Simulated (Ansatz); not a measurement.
# Ca3AsCl2F: complex band structure, part 3 of 4

A new crystal, Ca3AsCl2F: structure, gap and complex bands. It is built by putting F for part of the Cl in the Ca3AsCl3 structure of space group Pm-3m, with the volume rescaled by atomic radii. The parent structure comes from the Materials Project.

Ansatz 0.2.0; PBE DFT, plane waves, PAW files (the session's first sound run).

So far, gap on the k-mesh (eV): step 3 (band edges) 1.91.

The structure was built from a prototype and need not be the compound's stable phase.

## (7) Band edges at another level

This step: PBEsol DFT, plane waves, PAW files (Ansatz 0.2.0).

The edges again with PBEsol, at the same atoms.

input.yaml

```yaml
crystal:
  lattice:
    - [5.5890934896, 0.0, 0.0]
    - [0.0, 5.8236534647, 0.0]
    - [0.0, 0.0, 5.5890934896]
  atoms:
    - { symbol: Ca, position: [0.5, 0.0, 0.0] }
    - { symbol: Ca, position: [0.0, 0.5, 0.0] }
    - { symbol: Ca, position: [0.0, 0.0, 0.5] }
    - { symbol: As, position: [0.0, 0.0, 0.0] }
    - { symbol: F, position: [0.5, 0.0, 0.5] }
    - { symbol: Cl, position: [0.5, 0.5, 0.0] }
    - { symbol: Cl, position: [0.0, 0.5, 0.5] }
kpoints:
  mp_grid: { grid: [4, 4, 4] }
  band_path: { path: [VBM, CBM], npoints: 30 }
scf:
  occupations: { method: fixed }
hamiltonian:
  xc: pbesol
output:
  eigenvalues: true
```

Started as:

```
ansatz run input.yaml --threads 2 --pin off --max-ram 4096MiB --backend cpu --events-out ev --progress --plain --runs-dir out
```

Numbers of over 12 decimals in the logs are rounded to 6 here.

The log of the run:

```text
[...]
Crystal: 7 atoms, lattice volume = 181.919 Å³
Basis set: ecut = 420 eV, 3559 PW (Γ)
Bands: 40, of which v1, the nominal top of the filled ones, is band 33 counted from 1 (32 counted from 0)
Symmetry: 16 space group operations
[...]
k-points: 18 of 64
[...]
SCF iter   1: F=—  HF=-13128.719122 eV  |F-HF|=—  |Δ(HF+E_count)|=         —  Δρ=5.25e-3  dr2=4.39e-2  ethr=1.77e-3  ⟨swp⟩=5.9  Hψ=2562  notcnv=0  defer=72
[...]
SCF iter   8: F=-13128.708322 eV  HF=-13128.708322 eV  |F-HF|=1.18e-8  |Δ(HF+E_count)|=   1.40e-7  Δρ=2.22e-6  dr2=2.02e-8  ethr=1.52e-10  ⟨swp⟩=17.7  Hψ=3868  notcnv=0
SCF 1 converged in 8 iterations: F = -13128.708322 eV  dr2 = 2.02e-8
[...]
SCF converged after 8 iterations
Free energy (F): -13128.708322 eV
[...]
Internal energy: -13128.708322 eV  (E = F + TS)
E sigma→0 (E₀):  -13128.708322 eV
Fermi energy:    5.023368 eV
[...]
--- Band table (eV; the first three rows and the last of 18) ---
  k-point 0: bands = [... 29 lower, 1.9845, 5.0219, 5.0234, 5.0234, 6.8686, 6.8686, 7.2054, 7.3568, ... 3 higher]
  k-point 1: bands = [... 29 lower, 1.9556, 4.1748, 4.7197, 4.8364, 6.9621, 7.6002, 7.7353, 7.8981, ... 3 higher]
  k-point 2: bands = [... 29 lower, 1.9284, 3.5470, 4.5127, 4.6899, 7.0722, 8.3615, 8.4152, 8.7041, ... 3 higher]
  k-point 17: bands = [... 29 lower, 2.1658, 3.6648, 3.6648, 3.7677, 8.7725, 9.1903, 9.5717, 9.5717, ... 3 higher]
```

Wall time 20 s (2 threads of Arm Neoverse V1, shared host); peak memory 0.46 GiB; 40 s of CPU time.

This step gave:

```yaml
free_energy: -13128.7083 eV
fermi_energy: 5.023 eV
gap_on_the_k_mesh: 1.845 eV
gap_on_path: 1.845 eV, by band count; negative where bands overlap
direct_gap_on_path: 1.845 eV
```

Levels at VBM (eV): -4.29, -4.22, -4.22, -3.80, -3.57, -3.57, -3.11, -3.11, -3.04, 0.00, 0.00, 0.00, 1.85, 1.85, 2.18, 2.33, 3.74, 3.82, 4.08.

The searched edges give 1.85 eV, as on the mesh.

Between step 3 and this run (PBEsol) the value for the gap on the k-mesh moves from 1.91 eV to 1.85 eV.

## (8) Complex bands at another level

This step: PBEsol DFT, plane waves, PAW files; complex bands by layer matching along the plane's normal (Ansatz 0.2.0).

The complex bands at that level, over its own gap, at (0, 0) and (0.5, 0).

input.yaml

```yaml
crystal:
  lattice:
    - [5.58909349, 0.0, 0.0]
    - [0.0, 5.58909349, 0.0]
    - [0.0, 0.0, 5.823653465]
  atoms:
    - { symbol: Ca, position: [0.0, 0.5, 0.0] }
    - { symbol: Ca, position: [0.0, 0.0, 0.5] }
    - { symbol: Ca, position: [0.5, 0.0, 0.0] }
    - { symbol: As, position: [0.0, 0.0, 0.0] }
    - { symbol: F, position: [0.5, 0.5, 0.0] }
    - { symbol: Cl, position: [0.0, 0.5, 0.5] }
    - { symbol: Cl, position: [0.5, 0.0, 0.5] }
kpoints:
  mp_grid: { grid: [4, 4, 4] }
scf:
  occupations: { method: fixed }
hamiltonian:
  xc: pbesol
output:
  eigenvalues: true
  transmission:
    leads: [[0, 0]]
    kpoints: [[0.0, 0.0], [0.5, 0.0]]
    e_range: [-1.0, 2.85]
    de: 0.08
```

The log of the run:

```text
[...]
Crystal: 7 atoms, lattice volume = 181.919 Å³
Basis set: ecut = 420 eV, 3559 PW (Γ)
Bands: 40, of which v1, the nominal top of the filled ones, is band 33 counted from 1 (32 counted from 0)
Symmetry: 16 space group operations
[...]
k-points: 18 of 64
[...]
SCF iter   1: F=—  HF=-13128.719038 eV  |F-HF|=—  |Δ(HF+E_count)|=         —  Δρ=5.25e-3  dr2=4.40e-2  ethr=1.77e-3  ⟨swp⟩=6.1  Hψ=2571  notcnv=0  defer=72
[...]
SCF iter   8: F=-13128.708322 eV  HF=-13128.708322 eV  |F-HF|=1.14e-8  |Δ(HF+E_count)|=   1.52e-7  Δρ=2.02e-6  dr2=1.67e-8  ethr=1.52e-10  ⟨swp⟩=17.6  Hψ=3901  notcnv=0
SCF 1 converged in 8 iterations: F = -13128.708322 eV  dr2 = 1.67e-8
[...]
transmission: 8 of 16 steps passed
transmission: 16 of 16 steps passed
SCF converged after 8 iterations
Free energy (F): -13128.708322 eV
[...]
Internal energy: -13128.708322 eV  (E = F + TS)
E sigma→0 (E₀):  -13128.708322 eV
Fermi energy:    5.023357 eV
[...]
--- Band table (eV; the first three rows and the last of 18) ---
  k-point 0: bands = [... 29 lower, 1.9845, 5.0219, 5.0234, 5.0234, 6.8685, 6.8685, 7.2054, 7.3568, ... 3 higher]
  k-point 1: bands = [... 29 lower, 1.9241, 4.2171, 4.7551, 4.7551, 7.3371, 7.5767, 7.5767, 7.8652, ... 3 higher]
  k-point 2: bands = [... 29 lower, 1.8664, 3.6369, 4.5660, 4.5660, 7.5292, 8.3375, 8.3398, 8.5814, ... 3 higher]
  k-point 17: bands = [... 29 lower, 2.1658, 3.6647, 3.6647, 3.7676, 8.7725, 9.1903, 9.5717, 9.5717, ... 3 higher]
--- Transmission ---
  basis      : 277 plane waves across, 8 finite elements along
  points     : 2, as listed
[...]
channels       : 0.000000e0 a spin
[...]
slowest decay  : 0.1751 /Å at (0.0000, 0.0000)
```

It took 56 s on 2 threads; peak memory 0.93 GiB; 1.8 min of CPU time.

Numbers from this step:

```yaml
level_to_which_the_leads_are_filled: 0.9226 eV from the Fermi level
decay_constant_at_the_filling_level_zone_centre: 0.1751 Å⁻¹
decay_constant_at_the_filling_level_slowest_listed_point: 0.1751 Å⁻¹
```

K parallel (0, 0); values up to 1.5 1/Å, a degenerate pair printed once or twice; energies at which all values exceed this have no row. The Im kz of the slowest decaying states by energy, zero at the highest filled level on the SCF mesh:

```
energy (eV)  decay 1 (Å⁻¹)  decay 2 (Å⁻¹)  decay 3 (Å⁻¹)  decay 4 (Å⁻¹)
      -1.00          0.417          0.459          0.480          0.744
      -0.84          0.354          0.459          0.480          0.746
      -0.68          0.273          0.459          0.479          0.747
      -0.52          0.148          0.459          0.477          0.747
      -0.36          0.458          0.475          0.745          0.862
      -0.20          0.456          0.472          0.743          0.852
      -0.04          0.454          0.469          0.739          0.841
       0.04         0.0478         0.0809          0.452          0.467
       0.20          0.101          0.163          0.449          0.462
       0.36          0.129          0.198          0.446          0.457
       0.52          0.148          0.215          0.442          0.452
       0.68          0.162          0.223          0.437          0.445
       0.84          0.172          0.223          0.432          0.438
       1.00          0.178          0.217          0.427          0.430
       1.16          0.181          0.205          0.421          0.421
       1.32          0.182          0.187          0.411          0.414
       1.48          0.162          0.179          0.400          0.407
       1.64          0.125          0.173          0.388          0.399
       1.80         0.0606          0.163          0.375          0.390
       1.88          0.156          0.367          0.373          0.386
       2.04          0.135          0.262          0.351          0.376
       2.20         0.0983          0.333          0.366          0.562
       2.36          0.313          0.355          0.534          0.583
       2.52         0.0564          0.291          0.344          0.506
       2.68          0.166          0.268          0.331          0.479
       2.84          0.191          0.245          0.317          0.453
```

K parallel (0, 0). Table of Re kz of states that move upwards by energy, zero at the highest filled level on the SCF mesh:

```
energy (eV)  channel 1 (Å⁻¹)  channel 2 (Å⁻¹)  channel 3 (Å⁻¹)  channel 4 (Å⁻¹)
      -1.00           -0.324                -                -                -
      -0.84           -0.279                -                -                -
      -0.60           -0.217                -                -                -
      -0.44           -0.461           -0.461           -0.177                -
      -0.20           -0.218           -0.218           -0.111                -
      -0.04          -0.0856          -0.0856          -0.0470                -
       0.12                -                -                -                -
       0.36                -                -                -                -
       0.52                -                -                -                -
       0.76                -                -                -                -
       0.92                -                -                -                -
       1.08                -                -                -                -
       1.32                -                -                -                -
       1.48                -                -                -                -
       1.72                -                -                -                -
       1.88           0.0540           0.0540                -                -
       2.04            0.131            0.131                -                -
       2.28            0.203            0.203            0.230                -
       2.44           0.0996            0.243            0.243            0.406
       2.68            0.204            0.298            0.298                -
       2.84            0.269            0.333            0.333                -
```

K parallel (0.5, 0); values up to 1.5 1/Å, a degenerate pair printed once or twice; energies at which all values exceed this have no row. Table of Im kz of the slowest decaying states by energy, zero at the highest filled level on the SCF mesh:

```
energy (eV)  decay 1 (Å⁻¹)  decay 2 (Å⁻¹)  decay 3 (Å⁻¹)  decay 4 (Å⁻¹)
      -1.00          0.305          0.444          0.522          0.728
      -0.84          0.202          0.467          0.522          0.729
      -0.60          0.486          0.522          0.729          0.734
      -0.44         0.0905          0.494          0.521          0.727
      -0.20           0.16          0.177          0.501          0.520
      -0.04          0.209          0.216          0.502          0.518
       0.12          0.232          0.247          0.502          0.517
       0.36          0.257          0.270          0.499          0.514
       0.52          0.269          0.276          0.495          0.512
       0.76          0.275          0.282          0.487          0.510
       0.92          0.269          0.288          0.480          0.508
       1.08          0.259          0.292          0.473          0.508
       1.32          0.236          0.295          0.459          0.509
       1.48          0.214          0.295          0.448          0.513
       1.72          0.169          0.292          0.430          0.526
       1.88          0.124          0.288          0.417          0.515
       2.04         0.0289          0.283          0.401          0.503
       2.28          0.272          0.375          0.485          0.577
       2.44          0.262          0.355          0.471          0.572
       2.68          0.244          0.320          0.450          0.543
       2.84          0.229          0.291          0.434          0.495
```

At the listed wavevectors the last open channel is at -0.04 eV and the next at +1.88 eV on the grid. At +0.92 eV, the grid energy nearest the filling level (the middle of the gap on the SCF mesh), the slowest state at the listed wavevectors decays with κ = 0.175 Å⁻¹, its amplitude falling by e over 5.7 Å; the first such run, plane (001), gave 0.180 Å⁻¹.

[end of part 3 of 4]

[Logs are printed without paths, hosts, clocks, repeated set-up lines and the standing remarks that a program may print on its own settings, such as how far it seeks lower states.]

[Hosts, paths, dates, database ids (printed as entryN), source tags and the programs' standing remarks are cut or masked in the printed files.]
